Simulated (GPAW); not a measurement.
# Work function of Sc2COS MXene monolayer at several levels, part 2 of 2

How far do functional and basis move the work function of Sc2COS MXene monolayer?

GPAW 26.7.0; GPAW, PAW setups; layer in a repeated cell with vacuum, relaxation of atoms and in-plane cell (the session's first sound run).

So far, upper work function (eV): step 3 (plane waves, PBE) 6.16; step 4 (revPBE) 6.02; step 5 (GPAW, PAW setups) 6.41; step 6 (LDA) 6.51.

### 7. Self-consistent run: xc = "RPBE"

Level of this step: GPAW, PAW setups; slab in vacuum (GPAW).

The same geometry under RPBE, to see how far the functional moves the levels against the vacuum.

The input, run.py:

```python
import json
import numpy as np
from ase import Atoms
from gpaw import GPAW, PW

slab = Atoms(
    ['S', 'Sc', 'C', 'Sc', 'O'],
    positions=[
        [0.00000, 1.91028, 8.00000],
        [1.65435, 0.95514, 9.63901],
        [-0.00000, 0.00000, 10.90003],
        [0.00000, 1.91028, 12.58002],
        [1.65435, 0.95514, 13.28530]],
    cell=[[3.3087, 0.0, 0.0], [-1.65435, 2.86542, 0.0], [0.0, 0.0, 21.2853]],
    pbc=[True, True, False])

slab.calc = GPAW(mode=PW(500), xc='RPBE', kpts={'size': (12, 12, 1), 'gamma': True},
                 occupations={'name': 'fermi-dirac', 'width': 0.05}, nbands='160%',
                 convergence={'density': 1e-05}, maxiter=200,
                 poissonsolver={'dipolelayer': 'xy'},
                 symmetry={'tolerance': 1e-3}, txt='slab.txt')
result = {}
energy = slab.get_potential_energy()
fermi = slab.calc.get_fermi_level()
v = slab.calc.get_electrostatic_potential().mean((0, 1)) - fermi
n = slab.calc.get_pseudo_density().mean((0, 1))
L = slab.cell[2, 2]
z = np.arange(len(v)) * L / len(v)
low, high = slab.positions[:, 2].min(), slab.positions[:, 2].max()
below, above = np.interp([low - 5.8, high + 5.8], z, v)
slopes = [np.interp(x, z, np.gradient(v, z)) for x in (low - 5.8, high + 5.8)]
eps = np.array([[slab.calc.get_eigenvalues(k, s) for k in range(len(slab.calc.get_ibz_k_points()))]
                for s in range(slab.calc.get_number_of_spins())]) - fermi
top, bottom = eps[eps < 0].max(), eps[eps > 0].min()
dipole = slab.get_dipole_moment()[2]
print(f'energy {energy:.4f} eV, Fermi level {fermi:.4f} eV, dipole {dipole:.5f} e A')
print(f'potential 5.8 A off the faces, from the Fermi level: lower {below:.4f} eV, upper {above:.4f} eV')
print(f'slope of the potential there: lower {slopes[0]:.5f}, upper {slopes[1]:.5f} eV/A')
print(f'nearest levels on the mesh: {top:.4f} and {bottom:.4f} eV')
print('magnetic moment', round(slab.get_magnetic_moment(), 3))
result.update(energy=energy, fermi=fermi, dipole=dipole, below=below, above=above, slopes=slopes, edges=[top, bottom],
              z=z.tolist(), v=v.tolist(), n=n.tolist(), positions=slab.positions.tolist(),
              forces=slab.get_forces(apply_constraint=False).tolist(), moments=slab.get_magnetic_moments().tolist())
json.dump(result, open('result.json', 'w'))
```

Started as:

```console
$ OMP_NUM_THREADS=1 OPENBLAS_NUM_THREADS=1 python run.py
```

The log of the run:

```text
energy -31.9651 eV, Fermi level -1.9745 eV, dipole 0.02730 e A
potential 5.8 A off the faces, from the Fermi level: lower 6.5472 eV, upper 6.0120 eV
slope of the potential there: lower -0.00119, upper -0.00079 eV/A
nearest levels on the mesh: -0.0549 and 0.0410 eV
magnetic moment 0.0
```

Run time: 59 s. Hardware: 1 thread of Intel Xeon Platinum 8488C (Sapphire Rapids), shared host; peak memory 0.27 GiB.

Numbers from this step:

```yaml
dipole_along_the_normal: 0.02730 e·Å
levels_nearest_the_fermi_level_on_the_mesh: -0.05490, 0.04103 eV from the Fermi level
upper_work_function: 6.012 eV
lower_work_function: 6.547 eV
```

The electrostatic potential energy of an electron (without an applied field's), less the Fermi level, planar mean oscillates, so the rows of the table below give means over windows of 0.5 Å about each position, cut where the curve ends. Its maxima inside the range that stand out by 2 % of the span (Å: eV): 8.74: -2.63, 10.45: -4.05, 11.59: -0.231. Its minima: 7.98: -15.9, 9.60: -13.1, 10.83: -7.97, 12.64: -13.8.

Table of electrostatic potential energy of an electron (without an applied field's), less the Fermi level, planar mean by z; means over each step:

```tsv
z (Å)	electrostatic potential energy of an electron (without an applied field's), less the Fermi level, planar mean (eV)
0.0	6.38
0.5	6.53
1.0	6.55
1.5	6.55
2.0	6.55
2.5	6.55
3.0	6.55
3.5	6.55
4.0	6.55
4.5	6.54
5.0	6.54
5.5	6.53
6.0	6.46
6.5	6.11
7.0	4.36
7.5	-3.10
8.0	-13.9
8.5	-5.79
9.0	-4.55
9.5	-11.6
10.0	-8.83
10.5	-4.93
11.0	-6.19
11.5	-0.827
12.0	-4.66
12.5	-12.6
13.0	-12.7
13.5	-5.94
14.0	3.44
14.5	5.54
15.0	5.92
15.5	5.99
16.0	6.01
16.5	6.01
17.0	6.01
17.5	6.01
18.0	6.01
18.5	6.01
19.0	6.01
19.5	6.01
20.0	6.01
20.5	6.01
21.0	6.08
```

The upper face's work function is 6.012 eV, against 6.163 eV in the first plane-wave PBE run at this geometry.

### 8. Self-consistent run: xc = "vdW-DF2"

The same geometry under vdW-DF2, to see how far the functional moves the levels against the vacuum (the van der Waals functionals take revPBE setups).

run.py, as its differences from that of step 7:

```diff
@@ -16,3 +16,3 @@
 
-slab.calc = GPAW(mode=PW(500), xc='RPBE', kpts={'size': (12, 12, 1), 'gamma': True},
+slab.calc = GPAW(mode=PW(500), xc='vdW-DF2', kpts={'size': (12, 12, 1), 'gamma': True},
                  occupations={'name': 'fermi-dirac', 'width': 0.05}, nbands='160%',
```

The log of the run:

```text
energy -156.3908 eV, Fermi level -2.3808 eV, dipole 0.01624 e A
potential 5.8 A off the faces, from the Fermi level: lower 6.9880 eV, upper 6.6637 eV
slope of the potential there: lower -0.00120, upper -0.00078 eV/A
nearest levels on the mesh: -0.0509 and 0.0471 eV
magnetic moment 0.0
```

Elapsed: 1.7 min, on 1 thread; peak memory 0.46 GiB.

Numbers from this step:

```
dipole along the normal                    : 0.01624 e·Å
levels nearest the Fermi level on the mesh : -0.05087, 0.04711 eV from the Fermi level
upper work function                        : 6.664 eV
lower work function                        : 6.988 eV
```

The upper face's work function is 6.664 eV, against 6.163 eV in the first plane-wave PBE run at this geometry.

### 9. Real-space grid: mode = "fd"

A real-space grid is a second complete basis, so it checks the plane-wave result.

run.py, as its differences from that of step 8:

```diff
@@ -3,3 +3,3 @@
 from ase import Atoms
-from gpaw import GPAW, PW
+from gpaw import GPAW
 
@@ -16,3 +16,3 @@
 
-slab.calc = GPAW(mode=PW(500), xc='vdW-DF2', kpts={'size': (12, 12, 1), 'gamma': True},
+slab.calc = GPAW(mode='fd', h=0.18, xc='PBE', kpts={'size': (12, 12, 1), 'gamma': True},
                  occupations={'name': 'fermi-dirac', 'width': 0.05}, nbands='160%',
```

The log of the run:

```text
energy -34.2920 eV, Fermi level -6.3926 eV, dipole 0.02331 e A
potential 5.8 A off the faces, from the Fermi level: lower 6.6150 eV, upper 6.1701 eV
slope of the potential there: lower -0.00000, upper 0.00000 eV/A
nearest levels on the mesh: -0.0577 and 0.0404 eV
magnetic moment 0.0
```

Elapsed: 2.9 min, on 1 thread; peak memory 0.62 GiB.

This step gave:

```
dipole along the normal                    : 0.02331 e·Å
levels nearest the Fermi level on the mesh : -0.05771, 0.04038 eV from the Fermi level
upper work function                        : 6.170 eV
lower work function                        : 6.615 eV
```

The upper face's work function is 6.170 eV, against 6.163 eV in the first plane-wave PBE run at this geometry.

### 10. Atomic orbitals: mode = "lcao"

Atom-centred orbitals end a few angstrom from the surface, which tests how much the density's tail matters.

run.py, as its differences from that of step 9:

```diff
@@ -16,4 +16,4 @@
 
-slab.calc = GPAW(mode='fd', h=0.18, xc='PBE', kpts={'size': (12, 12, 1), 'gamma': True},
-                 occupations={'name': 'fermi-dirac', 'width': 0.05}, nbands='160%',
+slab.calc = GPAW(mode='lcao', basis='dzp', h=0.18, xc='PBE', kpts={'size': (12, 12, 1), 'gamma': True},
+                 occupations={'name': 'fermi-dirac', 'width': 0.05}, nbands='120%',
                  convergence={'density': 1e-05}, maxiter=200,
```

The log of the run:

```text
energy -32.6391 eV, Fermi level -6.4349 eV, dipole 0.01812 e A
potential 5.8 A off the faces, from the Fermi level: lower 6.6078 eV, upper 6.2620 eV
slope of the potential there: lower -0.00000, upper -0.00000 eV/A
nearest levels on the mesh: -0.0392 and 0.0402 eV
magnetic moment 0.0
```

Elapsed: 5.7 min, on 1 thread; peak memory 0.33 GiB.

Numbers from this step:

- dipole along the normal: 0.01812 e·Å
- levels nearest the Fermi level on the mesh: -0.03919, 0.04021 eV from the Fermi level
- upper work function: 6.262 eV
- lower work function: 6.608 eV

The electrostatic potential energy of an electron (without an applied field's), less the Fermi level, planar mean oscillates, so the rows of the table below give means over windows of 0.5 Å about each position, cut where the curve ends. Its maxima inside the range that stand out by 2 % of the span (Å: eV): 8.78: -2.58, 10.38: -3.98, 11.53: -0.0995. Its minima: 7.98: -15.9, 9.67: -13.1, 10.91: -7.97, 12.59: -13.8.

Table of electrostatic potential energy of an electron (without an applied field's), less the Fermi level, planar mean by z; means over each step:

```tsv
z (Å)	electrostatic potential energy of an electron (without an applied field's), less the Fermi level, planar mean (eV)
0.0	6.58
0.5	6.61
1.0	6.61
1.5	6.61
2.0	6.61
2.5	6.61
3.0	6.61
3.5	6.61
4.0	6.61
4.5	6.61
5.0	6.61
5.5	6.60
6.0	6.54
6.5	6.20
7.0	4.45
7.5	-3.03
8.0	-13.9
8.5	-5.74
9.0	-4.52
9.5	-11.6
10.0	-8.73
10.5	-4.85
11.0	-6.12
11.5	-0.716
12.0	-4.57
12.5	-12.5
13.0	-12.7
13.5	-5.87
14.0	3.69
14.5	5.80
15.0	6.17
15.5	6.24
16.0	6.25
16.5	6.26
17.0	6.26
17.5	6.26
18.0	6.26
18.5	6.26
19.0	6.26
19.5	6.26
20.0	6.26
20.5	6.26
21.0	6.26
```

The upper face's work function is 6.262 eV, against 6.163 eV in the first plane-wave PBE run at this geometry.

### 11. The ladder

Times are for 1 thread of Intel Xeon Platinum 8488C (Sapphire Rapids), shared host. The series side by side:

```tsv
no.	run	upper work function (eV)	lower work function (eV)	time	memory (GiB)
1	pw	6.163	6.622	55 s	0.27
2	revPBE	6.018	6.543	55 s	0.27
3	optPBE vdW	6.415	6.834	75 s	0.46
4	LDA	6.507	6.809	55 s	0.27
5	RPBE	6.012	6.547	59 s	0.27
6	vdW DF2	6.664	6.988	1.7 min	0.46
7	fd	6.170	6.615	2.9 min	0.62
8	lcao	6.262	6.608	5.7 min	0.33
```

### 12. Side by side

Results and costs are gathered.

This step: comparison of work functions, dipole and cost (GPAW 26.7.0).

Ladder, by row:

```tsv
step	code	work function, upper (eV)	work function, lower (eV)	dipole (e Å)	wall time (s)	peak memory (GiB)	threads
pw	GPAW	6.163	6.622	0.0233	54.83	0.27	1
revPBE	GPAW	6.018	6.543	0.02675	55.05	0.27	1
optPBE-vdW	GPAW	6.415	6.834	0.02121	74.98	0.46	1
LDA	GPAW	6.507	6.809	0.01507	55.17	0.27	1
RPBE	GPAW	6.012	6.547	0.0273	58.93	0.27	1
vdW-DF2	GPAW	6.664	6.988	0.01624	100.5	0.46	1
fd	GPAW	6.17	6.615	0.02331	172.8	0.62	1
lcao	GPAW	6.262	6.608	0.01812	344.3	0.33	1
```

### 13. Outcome

```yaml
work_function_upper_and_lower_face: 6.163 and 6.622 eV
dipole_along_the_normal: 0.0233 e Å
```

**Reading.** With plane waves and PBE the work function is 6.16 eV on the upper face and 6.62 eV on the lower. The two faces differ by 0.46 eV, the step that the slab's dipole makes (e p/(ε0 A) gives 0.44 eV), so the dipole layer is needed. Over the sound runs of the table the upper face's work function spans 6.012 (RPBE) to 6.664 eV (vdW-DF2). The relaxation of atoms and cell ran in a fully periodic cell without the dipole layer, so the atoms of this polar layer felt a small spurious field. The layer's cell and atoms come from the relaxation; spin-orbit coupling and temperature are left out.

[Logs are printed without paths, hosts, clocks, repeated set-up lines and the standing remarks that a program may print on its own settings, such as how far it seeks lower states.]

[Hosts, paths, dates, database ids (printed as entryN), source tags and the programs' standing remarks are cut or masked in the printed files.]
